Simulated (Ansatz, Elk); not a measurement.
**YAlBMo: X-ray structure factors from the self-consistent density**

Structure refinements treat a crystal as free atoms side by side. For a made-up structure of YAlBMo (cell and positions from a PBE relaxation) the runs below show what the calculated density changes in F(hkl).

Calculated with Elk 11.2.3 (patched build); DFT, PBE, all-electron APW+lo, Dirac cores, scalar-relativistic bands, static density, no spin.

The structure was built from a prototype and need not be the compound's stable phase.

**1. The starting structure**

Symmetry: Amm2, No. 38, orthorhombic system. Conventional cell: a = 3.631 Å, b = 3.500 Å, c = 10.358 Å, α = 90.00°, β = 90.00°, γ = 90.00°. Nearest to Mo lie 2 B at 2.45 Å and 4 Al at 2.58 Å. Nearest to Y lie 4 B at 2.77 Å and 3 Al at 2.85 to 2.91 Å. Al has 2 B at 2.16 Å and 4 Mo at 2.58 Å and 3 Y at 2.85 to 2.91 Å nearest. B has 2 Al at 2.16 Å and 2 Mo at 2.45 Å and 4 Y at 2.77 Å nearest. Farther neighbours are not listed.

**2. Ground state and structure factors**

An all-electron density is needed, since X-rays see the cores too. Task 0 finds the density and task 195 Fourier-transforms it; tshift is off so that phases refer to the origin typed.

Contents of elk.in:

```
tasks
  0
  195

xctype
  20

spinpol
  .false.

rgkmax
  7.0

gmaxvr
  14.0

lmaxo
  7

lmaxapw
  8

swidth
  0.002

tshift
  .false.

hmaxvr
  5.5

maxscl
  120

epspot
  1e-06

sppath
  './'

avec
  6.86204339757 0.00000000000 0.00000000000
  0.00000000000 3.30675813525 9.78734561421
  0.00000000000 -3.30675813525 9.78734561421

atoms
  4
  'Mo.in'
  1
  0.5000000000 0.8739819945 0.8739819945   0.000000 0.000000 0.000000
  'Y.in'
  1
  0.0000000000 0.1507804770 0.1507804770   0.000000 0.000000 0.000000
  'Al.in'
  1
  0.0000000000 0.4258671042 0.4258671042   0.000000 0.000000 0.000000
  'B.in'
  1
  0.5000000000 0.5391704243 0.5391704243   0.000000 0.000000 0.000000

ngridk
  6 7 7
```

The run is started by

```console
OMP_NUM_THREADS=4 elk
```

Numbers of over 12 decimals in the logs are rounded to 6 here.

What it wrote:

```text
┌─────────────────────────┐
│ Elk code version 11.2.3 │
└─────────────────────────┘

All units are atomic (Hartree, Bohr, etc.)

┌─────────────────────────────────────────────────┐
│ Ground-state run starting from atomic densities │
└─────────────────────────────────────────────────┘

Lattice vectors :
   6.862043398       0.000000000       0.000000000
   0.000000000       3.306758135       9.787345614
   0.000000000      -3.306758135       9.787345614

Reciprocal lattice vectors :
  0.9156434816       0.000000000      -0.000000000
  -0.000000000      0.9500521432      0.3209851555
   0.000000000     -0.9500521432      0.3209851555

Unit cell volume      :    444.1716251
Brillouin zone volume :   0.5584557847

Muffin-tin inner radius fraction :   0.1000000000E-01

Nuclei treated as point charges

Species : 1 (Mo)
 parameters loaded from : Mo.in
 name : molybdenum
 nuclear charge    :   -42.00000000
 electronic charge :    42.00000000
 atomic mass :    174887.9214
 muffin-tin radius :    2.600000000
 number of radial points in muffin-tin :   1193
 inner part over the whole radius :   0.9897744308E-02
 number on inner part of muffin-tin    :    848
 approximate nuclear radius :   0.8334154960E-04
 number of mesh points to nuclear radius :    419
 atomic positions (lattice), magnetic fields (Cartesian) :
  1 :   0.50000000  0.87398199  0.87398199    0.00000000  0.00000000  0.00000000

Species : 2 (Y)
 parameters loaded from : Y.in
 name : yttrium
 nuclear charge    :   -39.00000000
 electronic charge :    39.00000000
 atomic mass :    162065.4503
 muffin-tin radius :    2.600000000
 number of radial points in muffin-tin :   1193
 inner part over the whole radius :   0.9871815862E-02
 number on inner part of muffin-tin    :    847
 approximate nuclear radius :   0.8135895711E-04
 number of mesh points to nuclear radius :    416
 atomic positions (lattice), magnetic fields (Cartesian) :
  1 :   0.00000000  0.15078048  0.15078048    0.00000000  0.00000000  0.00000000

Species : 3 (Al)
 parameters loaded from : Al.in
 name : aluminium
 nuclear charge    :   -13.00000000
 electronic charge :    13.00000000
 atomic mass :    49184.33496
 muffin-tin radius :    2.200000000
 number of radial points in muffin-tin :    793
 inner part over the whole radius :   0.9821194981E-02
 number on inner part of muffin-tin    :    552
 approximate nuclear radius :   0.5839653600E-04
 number of mesh points to nuclear radius :    244
 atomic positions (lattice), magnetic fields (Cartesian) :
  1 :   0.00000000  0.42586710  0.42586710    0.00000000  0.00000000  0.00000000

Species : 4 (B)
 parameters loaded from : B.in
 name : boron
 nuclear charge    :   -5.000000000
 electronic charge :    5.000000000
 atomic mass :    19707.24742
 muffin-tin radius :    1.800000000
 number of radial points in muffin-tin :    593
 inner part over the whole radius :   0.9957276294E-02
 number on inner part of muffin-tin    :    405
 approximate nuclear radius :   0.4534157419E-04
 number of mesh points to nuclear radius :    161
 atomic positions (lattice), magnetic fields (Cartesian) :
  1 :   0.50000000  0.53917042  0.53917042    0.00000000  0.00000000  0.00000000

Total number of atoms per unit cell :    4
Total muffin-tin volume :    216.2756159
 ratio of muffin-tin to unit cell volume :   0.4869190277

Spin treatment :
 spin-unpolarised

Number of Bravais lattice symmetries :    8
Number of crystal symmetries         :    4
Crystal has no inversion symmetry
Complex Hermitian eigensolver will be used

k-point grid :      6     7     7
k-point offset :    0.000000000       0.000000000       0.000000000
k-point set is reduced with full crystal symmetry group
Total number of k-points :      112

Muffin-tin radius times maximum |G+k| :    7.000000000
 using average radius
Maximum |G+k| for APW functions       :    3.043478261
Maximum (1/2)|G+k|²                   :    4.631379962
Maximum |G| for potential and density :    14.00000000
Constant for pseudocharge density :    9
[...]
total energy                :     -7703.9472504995

Density of states at Fermi energy :    43.22229122
 (states/Hartree/unit cell)

Estimated indirect band gap :   0.1185667272E-02
 from k-point 77 to k-point 2
Estimated direct band gap   :   0.6956369699E-02
 at k-point 2

Charges :
 core                        :    62.00000000
 valence                     :    37.00000000
 interstitial                :    6.637345498
 muffin-tins (core leakage)
  species : 1 (Mo)
   atom 1                    :    39.34504998     ( -0.4503526441E-09)
  species : 2 (Y)
   atom 1                    :    36.82211164     (  0.9043603313E-05)
  species : 3 (Al)
[...]
species : 4 (B)
[...]
total in muffin-tins        :    92.36265450
 total calculated charge     :    98.99877845
 total charge                :    99.00000000
 error                       :   0.1221548692E-02

RMS change in Kohn-Sham potential (target) :    2.221617329     (  0.1000000000E-05)
Absolute change in total energy (target)   :   0.3577715964     (  0.1000000000E-03)

[... loops 3 to 17 left out ...]

┌──────────────────┐
│ Loop number : 18 │
└──────────────────┘

Energies :
 Fermi                       :     0.303761
 sum of occupied eigenvalues :     -4547.7646282720
 electron kinetic            :      7959.1683346762
 core electron kinetic       :      7740.4279647517
 Coulomb                     :     -15405.780524394
 Coulomb potential           :     -12173.138278984
 nuclear-nuclear             :     -906.63880896980
 electron-nuclear            :     -16845.592806169
 Hartree                     :      2346.4510907442
 Madelung                    :     -9319.2113849019
 xc potential                :     -333.79468396374
 exchange                    :     -251.51586458616
 correlation                 :     -4.863869
 electron entropic           :    -0.45205288814421E-03
 total energy                :     -7702.9923748613

Density of states at Fermi energy :    30.98300109
 (states/Hartree/unit cell)

Estimated indirect band gap :   0.2008234933E-02
 from k-point 69 to k-point 2
Estimated direct band gap   :   0.1160966709E-01
 at k-point 65

Charges :
 core                        :    62.00000000
 valence                     :    37.00000000
 interstitial                :    6.265196103
 muffin-tins (core leakage)
  species : 1 (Mo)
[...]
species : 2 (Y)
[...]
species : 3 (Al)
[...]
species : 4 (B)
[...]
total in muffin-tins        :    92.73480390
 total calculated charge     :    98.99901522
 total charge                :    99.00000000
 error                       :   0.9847838226E-03

RMS change in Kohn-Sham potential (target) :   0.6833990702E-06 (  0.1000000000E-05)
Absolute change in total energy (target)   :   0.1409993092E-04 (  0.1000000000E-03)

Convergence targets achieved

┌──────────────────┐
│ Loop number : 19 │
└──────────────────┘

Energies :
 Fermi                       :     0.303761
 sum of occupied eigenvalues :     -4547.7646294621
 electron kinetic            :      7959.1683292925
 core electron kinetic       :      7740.4279598687
 Coulomb                     :     -15405.780518250
 Coulomb potential           :     -12173.138285181
 nuclear-nuclear             :     -906.63880896980
 electron-nuclear            :     -16845.592787371
 Hartree                     :      2346.4510780903
 Madelung                    :     -9319.2113756595
 xc potential                :     -333.79467357325
 exchange                    :     -251.51586423236
 correlation                 :     -4.863868
 electron entropic           :    -0.45205277067705E-03
 total energy                :     -7702.9923737398

Density of states at Fermi energy :    30.98299627
 (states/Hartree/unit cell)

Estimated indirect band gap :   0.2008222410E-02
 from k-point 69 to k-point 2
Estimated direct band gap   :   0.1160967710E-01
 at k-point 65

Charges :
 core                        :    62.00000000
 valence                     :    37.00000000
 interstitial                :    6.265196550
 muffin-tins (core leakage)
  species : 1 (Mo)
[...]
species : 2 (Y)
   atom 1                    :    36.86989244     (  0.8733579886E-05)
  species : 3 (Al)
   atom 1                    :    11.53230961     (  0.4974351977E-03)
  species : 4 (B)
   atom 1                    :    3.843652735     (  0.6730946544E-04)
 total in muffin-tins        :    92.73480345
 total calculated charge     :    98.99901522
 total charge                :    99.00000000
 error                       :   0.9847839719E-03

┌──────────────────────────────┐
│ Self-consistent loop stopped │
└──────────────────────────────┘

Warning : core states of species 3 leak from the muffin-tin :   0.4974351977E-03

Wrote STATE.OUT
```

It took 55 s on 4 threads of Arm Neoverse V2, shared host; peak memory 0.2 GiB.

SFACRHO.OUT:

```text

h k l indices transformed by vhmat matrix:
   1.000000000       0.000000000       0.000000000    
   0.000000000       1.000000000       0.000000000    
   0.000000000       0.000000000       1.000000000    

      h      k      l  multipl.   |H|            Re(F)            Im(F)           |F|

      0      0      0      1   0.0000000       98.999999      0.48118015E-16   98.999999    
      0      1      1      1  0.64197031      -1.1681803      -12.235942       12.291579    
      0     -1     -1      1  0.64197031      -1.1681803       12.235942       12.291579    
      1      0      0      2  0.91564348       3.8375949      0.21159043E-13   3.8375949    
      0      0      1      2   1.0028113       31.806300       4.9810650       32.193970    
      0     -1      0      2   1.0028113       31.806300      -4.9810650       32.193970    
      1      1      1      2   1.1182705      -6.8908039       55.659935       56.084860    
     -1     -1     -1      2   1.1182705      -6.8908039      -55.659935       56.084860    
      0     -2     -2      1   1.2839406      -58.982604       24.168157       63.742038    
      0      2      2      1   1.2839406      -58.982604      -24.168157       63.742038    
      0      1      2      2   1.3527314      -56.219690      -6.7384607       56.622084    
      0     -2     -1      2   1.3527314      -56.219690       6.7384607       56.622084    
      1      0     -1      4   1.3579520      -10.589274      -52.687345       53.740944    
      1      1      0      4   1.3579520      -10.589274       52.687345       53.740944    
     -1     -2     -2      2   1.5769929       4.1028977       28.491633       28.785534    
     -1      2      2      2   1.5769929       4.1028977      -28.491633       28.785534    
     -1     -1     -2      4   1.6334887      -5.0671837      -39.635902       39.958492    
     -1      2      1      4   1.6334887      -5.0671837       39.635902       39.958492
```

Elk indexes on the primitive cell of elk.in and gives |H| = 4π sin θ/λ in inverse bohr. Below, one row stands for each form hkl of the conventional cell (m members, Friedel mates merged), F is for one primitive cell and the density is static (no thermal factor). Free-atom factors are Waasmaier and Kirfel's, and R is Σm||F|−|F'||/Σm|F|.

```csv
hkl,m,sin θ/λ (Å⁻¹),"abs F, DFT",neutral atoms,diff.,abs of complex diff.
002,2,0.097,12.292,12.390,-0.099,0.277
100,2,0.138,3.838,3.728,+0.109,0.109
011,4,0.151,32.194,32.544,-0.350,0.386
102,4,0.168,56.085,56.416,-0.331,0.420
004,2,0.193,63.742,64.156,-0.414,0.419
013,4,0.203,56.622,56.857,-0.234,0.241
111,8,0.204,53.741,54.035,-0.294,0.408
104,4,0.237,28.786,28.890,-0.104,0.255
113,8,0.246,39.958,40.128,-0.170,0.241
200,2,0.275,66.834,67.227,-0.393,0.393
015,4,0.281,14.616,14.621,-0.006,0.047
020,2,0.286,65.931,66.169,-0.238,0.238
006,2,0.290,20.728,20.606,+0.121,0.210
202,4,0.292,8.988,9.110,-0.122,0.220
```

**3. Outcome**

```
R against neutral atoms, sin θ/λ < 0.3 Å⁻¹ : 0.55 %
R against neutral atoms, 0.3 to 0.73 Å⁻¹   : 0.25 %
```

**Reading.** Independent neutral atoms miss the calculated amplitudes by R = 0.55 % below 0.3 Å⁻¹ and 0.25 % from there to 0.73 Å⁻¹; by shells, 1.29 % below 0.15 Å⁻¹ (2 forms), 0.54 % 0.15 to 0.3 (12 forms), 0.30 % 0.3 to 0.45 (25 forms), 0.23 % above 0.45 (110 forms). Bonding, aspherical density and the tables' own atoms all enter these figures, and the runs don't part them. The largest change of an amplitude is -0.41 electrons, at 004. R counts amplitudes alone; phases shift too. The basis has no finished test. The k-mesh has no finished test. These runs have no spin, though d or f shells may be open. Part of the difference isn't bonding: the tables are fits to free atoms and ions calculated by other methods than this functional. Thermal motion, anomalous dispersion and extinction are left out.

[Logs are printed without paths, hosts, clocks, repeated set-up lines and the standing remarks that a program may print on its own settings, such as how far it seeks lower states.]

[Hosts, paths, dates, database ids (printed as entryN), source tags and the programs' standing remarks are cut or masked in the printed files.]
